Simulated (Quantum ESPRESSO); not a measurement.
# Zr2CO2 MXene, 1 layer, stepped through biaxial strain, part 6 of 7

Wanted: a table for Zr2CO2 MXene, 1 layer against biaxial strain, and what can be fitted to it.

Quantum ESPRESSO 7.5; plane-wave DFT, PBE, GBRV ultrasoft pseudopotentials.

So far. Step 6 (Band structure, -4 %): Along this path the valence top lies at Γ and the conduction bottom at M. Step 7 (Relaxing the ions, -3 %): The relaxation lowers the energy by 9 meV an atom.

## (9) Relaxing the ions, 3 %

Input file m7.relax.in:

```
&control
  prefix = 'm7.relax'
  outdir = './out'
  pseudo_dir = './pseudo'
  nstep = 40
  forc_conv_thr = 0.0003
  calculation = 'relax'
  tstress = .true.
/
&system
  ibrav = 0
  nat = 5
  ntyp = 3
  ecutwfc = 50
  ecutrho = 250
  occupations = 'smearing'
  smearing = 'fd'
  degauss = 0.002
/
&electrons
  conv_thr = 1e-09
  mixing_beta = 0.4
  electron_maxstep = 120
  mixing_mode = 'plain'
/
&ions
/
ATOMIC_SPECIES
  O   15.9990  o_pbe_v1.2.uspp.F.UPF
  Zr  91.2240  zr_pbe_v1.uspp.F.UPF
  C   12.0110  c_pbe_v1.2.uspp.F.UPF
CELL_PARAMETERS angstrom
  3.40573992139000 0.00000000000000 0.00000000000000
  -1.70286996121000 2.94945729104000 0.00000000000000
  0.00000000000000 0.00000000000000 19.95294679600000
ATOMIC_POSITIONS crystal
  O   0.333333333300 0.666666666700 0.383831541200
  Zr  0.666666666700 0.333333333300 0.429929457200
  C   0.000000000000 0.000000000000 0.500000000000
  Zr  0.333333333300 0.666666666700 0.570070542800
  O   0.666666666700 0.333333333300 0.616168458800
K_POINTS automatic
  12 12 1 0 0 0
```

Run with:

```sh
$ OMP_NUM_THREADS=1 mpirun -n 4 pw.x -nk 4 -in m7.relax.in > m7.relax.out
```

Output:

```text
[banner, memory and clock lines left out]
Program PWSCF v.7.5 starts
[...]
Message from routine setup:
[...]
number of electrons       =        40.00
     number of Kohn-Sham states=           24
     kinetic-energy cutoff     =      50.0000  Ry
     charge density cutoff     =     250.0000  Ry
[...]
number of k points=    19  Fermi-Dirac smearing, width (Ry)=  0.0020
[...]
Dense  grid:    90225 G-vectors     FFT dimensions: (  36,  36, 192)
[...]
negative rho (up, down):  1.263E-01 0.000E+00
     Starting wfcs are   38 randomized atomic wfcs
[...]
negative rho (up, down):  1.287E-01 0.000E+00
[...]
estimated scf accuracy    <       2.01282061 Ry
[...]
negative rho (up, down):  1.304E-01 0.000E+00
[...]
estimated scf accuracy    <       0.26988646 Ry
[...]
negative rho (up, down):  1.316E-01 0.000E+00
[...]
estimated scf accuracy    <       0.03092728 Ry
[...]
negative rho (up, down):  1.332E-01 0.000E+00
[...]
estimated scf accuracy    <       0.00890394 Ry
[...]
negative rho (up, down):  1.333E-01 0.000E+00
[...]
estimated scf accuracy    <       0.00437340 Ry
[...]
negative rho (up, down):  1.333E-01 0.000E+00
[...]
estimated scf accuracy    <       0.00075414 Ry
[...]
negative rho (up, down):  1.334E-01 0.000E+00
[...]
estimated scf accuracy    <       0.00007904 Ry
[...]
negative rho (up, down):  1.333E-01 0.000E+00
[...]
estimated scf accuracy    <       0.00002018 Ry
[...]
negative rho (up, down):  1.333E-01 0.000E+00
[...]
estimated scf accuracy    <       0.00000316 Ry
[...]
negative rho (up, down):  1.333E-01 0.000E+00
[...]
estimated scf accuracy    <       0.00000291 Ry
[...]
negative rho (up, down):  1.333E-01 0.000E+00
[...]
estimated scf accuracy    <       0.00000032 Ry
[...]
negative rho (up, down):  1.333E-01 0.000E+00
[...]
estimated scf accuracy    <       0.00000007 Ry
[...]
negative rho (up, down):  1.334E-01 0.000E+00
[...]
estimated scf accuracy    <       0.00000003 Ry
[...]
negative rho (up, down):  1.334E-01 0.000E+00
[...]
estimated scf accuracy    <          3.9E-09 Ry
[...]
negative rho (up, down):  1.334E-01 0.000E+00
[...]
the Fermi energy is     0.8698 ev
!    total energy              =    -274.90889630 Ry
     estimated scf accuracy    <          3.6E-10 Ry
     smearing contrib. (-TS)   =      -0.00000000 Ry
     internal energy E=F+TS    =    -274.90889630 Ry
[...]
one-electron contribution =   -1772.78996386 Ry
     hartree contribution      =     890.15390426 Ry
     xc contribution           =     -53.64250788 Ry
     ewald contribution        =     661.36967117 Ry
     convergence has been achieved in  15 iterations
     negative rho (up, down):  1.334E-01 0.000E+00
[...]
Total force =     0.035812     Total SCF correction =     0.000023
[...]
negative rho (up, down):  1.334E-01 0.000E+00
[...]
negative rho (up, down):  1.335E-01 0.000E+00
[...]
negative rho (up, down):  1.335E-01 0.000E+00
[...]
estimated scf accuracy    <       0.00027104 Ry
[...]
negative rho (up, down):  1.335E-01 0.000E+00
[...]
estimated scf accuracy    <       0.00006176 Ry
[...]
negative rho (up, down):  1.335E-01 0.000E+00
[...]
estimated scf accuracy    <       0.00000866 Ry
[...]
negative rho (up, down):  1.335E-01 0.000E+00
[...]
estimated scf accuracy    <       0.00000079 Ry
[...]
negative rho (up, down):  1.335E-01 0.000E+00
[...]
estimated scf accuracy    <       0.00000015 Ry
[...]
negative rho (up, down):  1.335E-01 0.000E+00
[...]
estimated scf accuracy    <       0.00000003 Ry
[...]
negative rho (up, down):  1.335E-01 0.000E+00
[...]
estimated scf accuracy    <       0.00000002 Ry
[...]
negative rho (up, down):  1.335E-01 0.000E+00
[...]
estimated scf accuracy    <          6.5E-09 Ry
[...]
negative rho (up, down):  1.335E-01 0.000E+00
[...]
estimated scf accuracy    <          1.8E-09 Ry
[...]
negative rho (up, down):  1.335E-01 0.000E+00
[...]
the Fermi energy is     1.0036 ev
!    total energy              =    -274.90988364 Ry
     estimated scf accuracy    <          2.8E-11 Ry
     smearing contrib. (-TS)   =      -0.00000000 Ry
     internal energy E=F+TS    =    -274.90988364 Ry
[...]
one-electron contribution =   -1774.96443788 Ry
     hartree contribution      =     891.34162806 Ry
     xc contribution           =     -53.65550788 Ry
     ewald contribution        =     662.36843406 Ry
     convergence has been achieved in  10 iterations
     negative rho (up, down):  1.335E-01 0.000E+00
[...]
Total force =     0.021469     Total SCF correction =     0.000002
[...]
negative rho (up, down):  1.335E-01 0.000E+00
[...]
negative rho (up, down):  1.335E-01 0.000E+00
[...]
negative rho (up, down):  1.334E-01 0.000E+00
[...]
estimated scf accuracy    <       0.00024204 Ry
[...]
negative rho (up, down):  1.334E-01 0.000E+00
[...]
estimated scf accuracy    <       0.00005833 Ry
[...]
negative rho (up, down):  1.334E-01 0.000E+00
[...]
estimated scf accuracy    <       0.00000731 Ry
[...]
negative rho (up, down):  1.334E-01 0.000E+00
[...]
estimated scf accuracy    <       0.00000069 Ry
[...]
negative rho (up, down):  1.334E-01 0.000E+00
[...]
estimated scf accuracy    <       0.00000011 Ry
[...]
negative rho (up, down):  1.334E-01 0.000E+00
[...]
estimated scf accuracy    <       0.00000003 Ry
[...]
negative rho (up, down):  1.334E-01 0.000E+00
[...]
estimated scf accuracy    <       0.00000001 Ry
[...]
negative rho (up, down):  1.334E-01 0.000E+00
[...]
estimated scf accuracy    <          5.8E-09 Ry
[...]
negative rho (up, down):  1.334E-01 0.000E+00
[...]
estimated scf accuracy    <          5.8E-10 Ry
[...]
negative rho (up, down):  1.334E-01 0.000E+00
[...]
estimated scf accuracy    <          1.2E-10 Ry
[...]
negative rho (up, down):  1.334E-01 0.000E+00
[...]
the Fermi energy is     1.0971 ev
!    total energy              =    -274.91047474 Ry
     estimated scf accuracy    <          5.7E-13 Ry
     smearing contrib. (-TS)   =      -0.00000000 Ry
     internal energy E=F+TS    =    -274.91047474 Ry
[...]
one-electron contribution =   -1779.21996529 Ry
     hartree contribution      =     893.54962323 Ry
     xc contribution           =     -53.67029612 Ry
     ewald contribution        =     664.43016344 Ry
     convergence has been achieved in  11 iterations
     negative rho (up, down):  1.334E-01 0.000E+00
[...]
Total force =     0.015510     Total SCF correction =     0.000001
[...]
negative rho (up, down):  1.334E-01 0.000E+00
[...]
negative rho (up, down):  1.335E-01 0.000E+00
[...]
negative rho (up, down):  1.334E-01 0.000E+00
[...]
estimated scf accuracy    <       0.00041174 Ry
[...]
negative rho (up, down):  1.334E-01 0.000E+00
[...]
estimated scf accuracy    <       0.00008121 Ry
[...]
negative rho (up, down):  1.334E-01 0.000E+00
[...]
estimated scf accuracy    <       0.00001516 Ry
[...]
negative rho (up, down):  1.334E-01 0.000E+00
[...]
estimated scf accuracy    <       0.00000136 Ry
[...]
negative rho (up, down):  1.334E-01 0.000E+00
[...]
estimated scf accuracy    <       0.00000027 Ry
[...]
negative rho (up, down):  1.334E-01 0.000E+00
[...]
estimated scf accuracy    <       0.00000004 Ry
[...]
negative rho (up, down):  1.334E-01 0.000E+00
[...]
estimated scf accuracy    <       0.00000002 Ry
[...]
negative rho (up, down):  1.334E-01 0.000E+00
[...]
estimated scf accuracy    <          5.9E-09 Ry
[...]
negative rho (up, down):  1.334E-01 0.000E+00
[...]
estimated scf accuracy    <          8.9E-10 Ry
[...]
negative rho (up, down):  1.334E-01 0.000E+00
[...]
estimated scf accuracy    <          4.0E-10 Ry
[...]
negative rho (up, down):  1.335E-01 0.000E+00
[...]
the Fermi energy is     1.1918 ev
!    total energy              =    -274.91099011 Ry
     estimated scf accuracy    <          2.2E-11 Ry
     smearing contrib. (-TS)   =      -0.00000000 Ry
     internal energy E=F+TS    =    -274.91099011 Ry
[...]
one-electron contribution =   -1787.66418322 Ry
     hartree contribution      =     897.85855392 Ry
     xc contribution           =     -53.69303116 Ry
     ewald contribution        =     668.58767035 Ry
     convergence has been achieved in  11 iterations
     negative rho (up, down):  1.335E-01 0.000E+00
[...]
Total force =     0.014560     Total SCF correction =     0.000013
[...]
negative rho (up, down):  1.335E-01 0.000E+00
[...]
negative rho (up, down):  1.329E-01 0.000E+00
[...]
negative rho (up, down):  1.329E-01 0.000E+00
[...]
estimated scf accuracy    <       0.00013346 Ry
[...]
negative rho (up, down):  1.329E-01 0.000E+00
[...]
estimated scf accuracy    <       0.00002144 Ry
[...]
negative rho (up, down):  1.329E-01 0.000E+00
[...]
estimated scf accuracy    <       0.00000695 Ry
[...]
negative rho (up, down):  1.329E-01 0.000E+00
[...]
estimated scf accuracy    <       0.00000062 Ry
[...]
negative rho (up, down):  1.329E-01 0.000E+00
[...]
estimated scf accuracy    <       0.00000014 Ry
[...]
negative rho (up, down):  1.329E-01 0.000E+00
[...]
estimated scf accuracy    <       0.00000001 Ry
[...]
negative rho (up, down):  1.329E-01 0.000E+00
[...]
estimated scf accuracy    <          1.2E-09 Ry
[...]
negative rho (up, down):  1.329E-01 0.000E+00
[...]
estimated scf accuracy    <          4.9E-10 Ry
[...]
negative rho (up, down):  1.329E-01 0.000E+00
[...]
estimated scf accuracy    <          5.6E-11 Ry
[...]
negative rho (up, down):  1.329E-01 0.000E+00
[...]
estimated scf accuracy    <          1.0E-10 Ry
[...]
negative rho (up, down):  1.329E-01 0.000E+00
[...]
the Fermi energy is     1.2306 ev
!    total energy              =    -274.91122964 Ry
     estimated scf accuracy    <          1.7E-12 Ry
     smearing contrib. (-TS)   =      -0.00000000 Ry
     internal energy E=F+TS    =    -274.91122964 Ry
[...]
one-electron contribution =   -1794.75786843 Ry
     hartree contribution      =     901.43298380 Ry
     xc contribution           =     -53.70810999 Ry
     ewald contribution        =     672.12176498 Ry
     convergence has been achieved in  11 iterations
     negative rho (up, down):  1.329E-01 0.000E+00
[...]
Total force =     0.010683     Total SCF correction =     0.000001
[...]
negative rho (up, down):  1.329E-01 0.000E+00
[...]
negative rho (up, down):  1.323E-01 0.000E+00
[...]
negative rho (up, down):  1.323E-01 0.000E+00
[...]
estimated scf accuracy    <       0.00003485 Ry
[...]
negative rho (up, down):  1.323E-01 0.000E+00
[...]
estimated scf accuracy    <       0.00001036 Ry
[...]
negative rho (up, down):  1.323E-01 0.000E+00
[...]
estimated scf accuracy    <       0.00000257 Ry
[...]
negative rho (up, down):  1.323E-01 0.000E+00
[...]
estimated scf accuracy    <       0.00000023 Ry
[...]
negative rho (up, down):  1.323E-01 0.000E+00
[...]
estimated scf accuracy    <       0.00000004 Ry
[...]
negative rho (up, down):  1.323E-01 0.000E+00
[...]
estimated scf accuracy    <          7.5E-09 Ry
[...]
negative rho (up, down):  1.323E-01 0.000E+00
[...]
estimated scf accuracy    <          1.3E-09 Ry
[...]
negative rho (up, down):  1.323E-01 0.000E+00
[...]
estimated scf accuracy    <          1.1E-10 Ry
[...]
negative rho (up, down):  1.323E-01 0.000E+00
[...]
the Fermi energy is     1.1721 ev
!    total energy              =    -274.91132316 Ry
     estimated scf accuracy    <          8.6E-12 Ry
     smearing contrib. (-TS)   =      -0.00000000 Ry
     internal energy E=F+TS    =    -274.91132316 Ry
[...]
one-electron contribution =   -1799.02755069 Ry
     hartree contribution      =     903.55674602 Ry
     xc contribution           =     -53.71481743 Ry
     ewald contribution        =     674.27429893 Ry
     convergence has been achieved in   9 iterations
     negative rho (up, down):  1.323E-01 0.000E+00
[...]
Total force =     0.003463     Total SCF correction =     0.000006
[...]
negative rho (up, down):  1.323E-01 0.000E+00
[...]
negative rho (up, down):  1.323E-01 0.000E+00
[...]
negative rho (up, down):  1.323E-01 0.000E+00
[...]
estimated scf accuracy    <       0.00000355 Ry
[...]
negative rho (up, down):  1.323E-01 0.000E+00
[...]
estimated scf accuracy    <       0.00000046 Ry
[...]
negative rho (up, down):  1.323E-01 0.000E+00
[...]
estimated scf accuracy    <       0.00000016 Ry
[...]
negative rho (up, down):  1.323E-01 0.000E+00
[...]
estimated scf accuracy    <       0.00000002 Ry
[...]
negative rho (up, down):  1.323E-01 0.000E+00
[...]
estimated scf accuracy    <          9.6E-09 Ry
[...]
negative rho (up, down):  1.323E-01 0.000E+00
[...]
estimated scf accuracy    <          7.5E-10 Ry
[...]
negative rho (up, down):  1.323E-01 0.000E+00
[...]
estimated scf accuracy    <          1.8E-09 Ry
[...]
negative rho (up, down):  1.323E-01 0.000E+00
[...]
estimated scf accuracy    <          1.7E-10 Ry
[...]
negative rho (up, down):  1.323E-01 0.000E+00
[...]
estimated scf accuracy    <          2.4E-11 Ry
[...]
negative rho (up, down):  1.323E-01 0.000E+00
[...]
the Fermi energy is     1.1127 ev
!    total energy              =    -274.91133189 Ry
     estimated scf accuracy    <          1.4E-12 Ry
     smearing contrib. (-TS)   =      -0.00000000 Ry
     internal energy E=F+TS    =    -274.91133189 Ry
[...]
one-electron contribution =   -1799.20661698 Ry
     hartree contribution      =     903.63274044 Ry
     xc contribution           =     -53.71396818 Ry
     ewald contribution        =     674.37651284 Ry
     convergence has been achieved in  10 iterations
     negative rho (up, down):  1.323E-01 0.000E+00
[...]
Total force =     0.000485     Total SCF correction =     0.000001
[...]
negative rho (up, down):  1.323E-01 0.000E+00
[...]
```

Run time: 2.1 min. Hardware: 4 MPI ranks of AMD EPYC 7R13 (Zen 3), shared host; peak memory 0.84 GiB.

The steps of the relaxation:

| step | energy less that of the first step (eV) | largest force (eV/Å) |
| --- | --- | --- |
| 1 | 0.0000 | 0.5911 |
| 2 | -0.0134 | 0.3902 |
| 3 | -0.0215 | 0.2230 |
| 4 | -0.0285 | 0.2628 |
| 5 | -0.0317 | 0.1896 |
| 6 | -0.0330 | 0.0538 |
| 7 | -0.0331 | 0.0071 |

The atoms that moved most (Å):

| atom | dx | dy | dz | length |
| --- | --- | --- | --- | --- |
| O5 | 0.000 | 0.000 | -0.063 | 0.063 |
| O1 | 0.000 | 0.000 | 0.063 | 0.063 |
| Zr2 | 0.000 | 0.000 | 0.014 | 0.014 |
| Zr4 | 0.000 | 0.000 | -0.014 | 0.014 |

The relaxed structure:

```xyz
5
Lattice="3.4057 0.0000 0.0000 -1.7029 2.9495 0.0000 0.0000 0.0000 19.9529" Properties=species:S:1:pos:R:3
O     0.0000    1.9663    7.7213
Zr    1.7029    0.9832    8.5919
C     0.0000    0.0000    9.9765
Zr    0.0000    1.9663   11.3611
O     1.7029    0.9832   12.2316
```

The relaxation lowers the energy by 7 meV an atom.

Numbers from this step:

- free energy: -3740.3592 eV
- Fermi energy: 1.113 eV

## (10) Ground state, 3 %

Input file m7.scf.in:

```
&control
  prefix = 'm7.scf'
  outdir = './out'
  pseudo_dir = './pseudo'
  calculation = 'scf'
  tprnfor = .true.
/
&system
  ibrav = 0
  nat = 5
  ntyp = 3
  ecutwfc = 40
  ecutrho = 200
  occupations = 'smearing'
  smearing = 'fd'
  degauss = 0.002
  nbnd = 24
/
&electrons
  conv_thr = 1e-09
  mixing_beta = 0.4
  electron_maxstep = 120
  mixing_mode = 'plain'
/
ATOMIC_SPECIES
  O   15.9990  o_pbe_v1.2.uspp.F.UPF
  Zr  91.2240  zr_pbe_v1.uspp.F.UPF
  C   12.0110  c_pbe_v1.2.uspp.F.UPF
CELL_PARAMETERS angstrom
  3.40573992139000 0.00000000000000 0.00000000000000
  -1.70286996121000 2.94945729104000 0.00000000000000
  0.00000000000000 0.00000000000000 19.95294679600000
ATOMIC_POSITIONS crystal
  O   0.333333333300 0.666666666700 0.386976219000
  Zr  0.666666666700 0.333333333300 0.430607250900
  C   0.000000000000 0.000000000000 0.500000000000
  Zr  0.333333333300 0.666666666700 0.569392749100
  O   0.666666666700 0.333333333300 0.613023781000
K_POINTS automatic
  12 12 1 0 0 0
```

Run with:

```sh
$ OMP_NUM_THREADS=1 mpirun -n 4 pw.x -nk 4 -in m7.scf.in > m7.scf.out
```

Output:

```text
[banner, memory and clock lines left out]
Program PWSCF v.7.5 starts
[...]
Message from routine setup:
[...]
number of electrons       =        40.00
     number of Kohn-Sham states=           24
     kinetic-energy cutoff     =      40.0000  Ry
     charge density cutoff     =     200.0000  Ry
[...]
number of k points=    19  Fermi-Dirac smearing, width (Ry)=  0.0020
[...]
Dense  grid:    64783 G-vectors     FFT dimensions: (  30,  30, 180)
[...]
negative rho (up, down):  1.192E-01 0.000E+00
     Starting wfcs are   38 randomized atomic wfcs
[...]
negative rho (up, down):  1.226E-01 0.000E+00
[...]
estimated scf accuracy    <       2.03865544 Ry
[...]
negative rho (up, down):  1.244E-01 0.000E+00
[...]
estimated scf accuracy    <       0.23659619 Ry
[...]
negative rho (up, down):  1.263E-01 0.000E+00
[...]
estimated scf accuracy    <       0.02700719 Ry
[...]
negative rho (up, down):  1.273E-01 0.000E+00
[...]
estimated scf accuracy    <       0.00954027 Ry
[...]
negative rho (up, down):  1.273E-01 0.000E+00
[...]
estimated scf accuracy    <       0.00373151 Ry
[...]
negative rho (up, down):  1.273E-01 0.000E+00
[...]
estimated scf accuracy    <       0.00142053 Ry
[...]
negative rho (up, down):  1.273E-01 0.000E+00
[...]
estimated scf accuracy    <       0.00013128 Ry
[...]
negative rho (up, down):  1.273E-01 0.000E+00
[...]
estimated scf accuracy    <       0.00001446 Ry
[...]
negative rho (up, down):  1.273E-01 0.000E+00
[...]
estimated scf accuracy    <       0.00000174 Ry
[...]
negative rho (up, down):  1.273E-01 0.000E+00
[...]
estimated scf accuracy    <       0.00000147 Ry
[...]
negative rho (up, down):  1.273E-01 0.000E+00
[...]
estimated scf accuracy    <       0.00000024 Ry
[...]
negative rho (up, down):  1.273E-01 0.000E+00
[...]
estimated scf accuracy    <       0.00000004 Ry
[...]
negative rho (up, down):  1.273E-01 0.000E+00
[...]
estimated scf accuracy    <       0.00000001 Ry
[...]
negative rho (up, down):  1.273E-01 0.000E+00
[...]
estimated scf accuracy    <          2.7E-09 Ry
[...]
negative rho (up, down):  1.273E-01 0.000E+00
[...]
the Fermi energy is     1.1132 ev
!    total energy              =    -274.91035300 Ry
     estimated scf accuracy    <          3.4E-11 Ry
     smearing contrib. (-TS)   =      -0.00000000 Ry
     internal energy E=F+TS    =    -274.91035300 Ry
[...]
one-electron contribution =   -1799.20538962 Ry
     hartree contribution      =     903.63211664 Ry
     xc contribution           =     -53.71359302 Ry
     ewald contribution        =     674.37651301 Ry
     convergence has been achieved in  15 iterations
     negative rho (up, down):  1.273E-01 0.000E+00
[...]
Total force =     0.000610     Total SCF correction =     0.000006
[...]
```

Run time: 18 s. Hardware: 4 MPI ranks; peak memory 0.55 GiB.

Numbers from this step:

| Item | Value |
| --- | --- |
| free energy | -3740.3459 eV |
| valence top, on the run's zero | 0.5807 eV |
| conduction bottom, on the run's zero | 1.738 eV |
| gap by band count | 1.157 eV |

[end of part 6 of 7]

[Logs are printed without paths, hosts, clocks, repeated set-up lines and the standing remarks that a program may print on its own settings, such as how far it seeks lower states.]

[Hosts, paths, dates, database ids (printed as entryN), source tags and the programs' standing remarks are cut or masked in the printed files.]

[Maps of the electrostatic potential energy from Ansatz leave out the sawtooth potential of an applied field or a dipole correction, so their vacuum need not be flat; planar profiles and work functions include it.]
